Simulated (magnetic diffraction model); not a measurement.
# CeY4Mo2: what an assumed order does to the neutron pattern

Space group C2/c (no. 15), a = 16.2740 Å, b = 6.5460 Å, c = 7.2420 Å, β = 97.52°.

```csv
site,atom,x,y,z
4e,Ce,0,0.5633,1/4
8f,Mo,0.1064,0.2891,0.0716
8f,Y,0.2230,0.5606,0.3252
8f,Y,0.0937,0.1157,0.4193
```

The compound is invented for this exercise: a known structure type with other elements, its cell scaled to their sizes and not relaxed.

Only Ce is taken to order (form factors of Ce3+); orders and moment sizes are assumed, and not adapted to the symmetry. Radiation: neutrons of λ = 4.2 Å, 5° to 85°; isotropic B of 0.25 Å² (Ce), 0.3 Å² (Mo) and 0.32 Å² (Y). The intensities are simulated: I ∝ L Σ (|F_N|² + |F_M⊥|²) for unpolarised neutrons, with F_M = 2.695 fm/μB × Σ f(s) S exp(2πi Q·r) exp(−B s²) at Q = H ± k (one set where k and −k are equivalent), only the part normal to Q counting and L = 1/(sin²θ cos θ). For collinear order S is the moment m, which repeats by lattice and centring translations R with the sign exp(−2πi k·R). Form factors are spin-only for 3d ions and dipole or tabulated for f ions, scattering lengths are Sears's of 1992, and absorption is left out. A label names one of the reflections at its angle. The strongest nuclear line in the range is 100, and lines under 0.2 are left out.

Assume the order k = (0 0 1/2), collinear moments along [110], 1.2 μB on Ce; signs + at (0, 0.5633, 1/4), − at (0, 0.4367, 3/4).

Q: Where does magnetic intensity appear, and how strong is it?

```csv
2θ (°),index,nuclear,magnetic
16.82,(0 0 1/2),0.0,20.4
30.18,(2 0 0),0.7,0.0
32.69,(2 0 -1/2),0.0,1.5
36.70,(2 0 1/2),0.0,1.9
43.33,(1 1 -1/2),0.0,4.1
44.97,(1 1 1/2),0.0,5.7
52.05,(0 0 3/2),0.0,2.3
52.48,(1 1 -1),1.0,0.0
55.30,(1 1 1),100.0,0.0
57.37,(2 0 -3/2),0.0,1.4
60.71,(3 1 0),2.1,0.0
61.55,(3 1 -1/2),0.0,0.8
62.75,(4 0 0),13.0,0.0
62.94,(4 0 -1/2),0.0,0.3
65.18,(2 0 3/2),0.0,1.2
65.38,(3 1 1/2),0.0,2.2
66.10,(1 1 -3/2),0.0,3.0
67.80,(3 1 -1),3.3,0.0
67.96,(4 0 1/2),0.0,0.4
69.79,(1 1 3/2),0.0,2.4
71.60,(0 0 2),2.0,0.0
74.94,(2 0 -2),2.0,0.0
75.03,(3 1 1),5.8,0.0
78.82,(3 1 -3/2),0.0,1.9
78.90,(4 0 -3/2),0.0,0.5
79.82,(0 2 0),5.5,0.0
82.31,(0 2 -1/2),0.0,1.9
83.35,(1 1 -2),95.5,0.0
84.24,(2 0 2),54.6,0.0
```

The strongest magnetic line in the range is (0 0 1/2) at 16.82° (20.4). On top of the Lorentz factor, which all lines share, magnetic lines fade with angle because f falls: for Ce3+ it is 0.96, 0.86, 0.71 and 0.43 at sin θ/λ = 0.1, 0.2, 0.3 and 0.5 Å⁻¹, while nuclear lengths stay constant. The order has no net moment.

[Logs are printed without paths, hosts, clocks, repeated set-up lines and the standing remarks that a program may print on its own settings, such as how far it seeks lower states.]
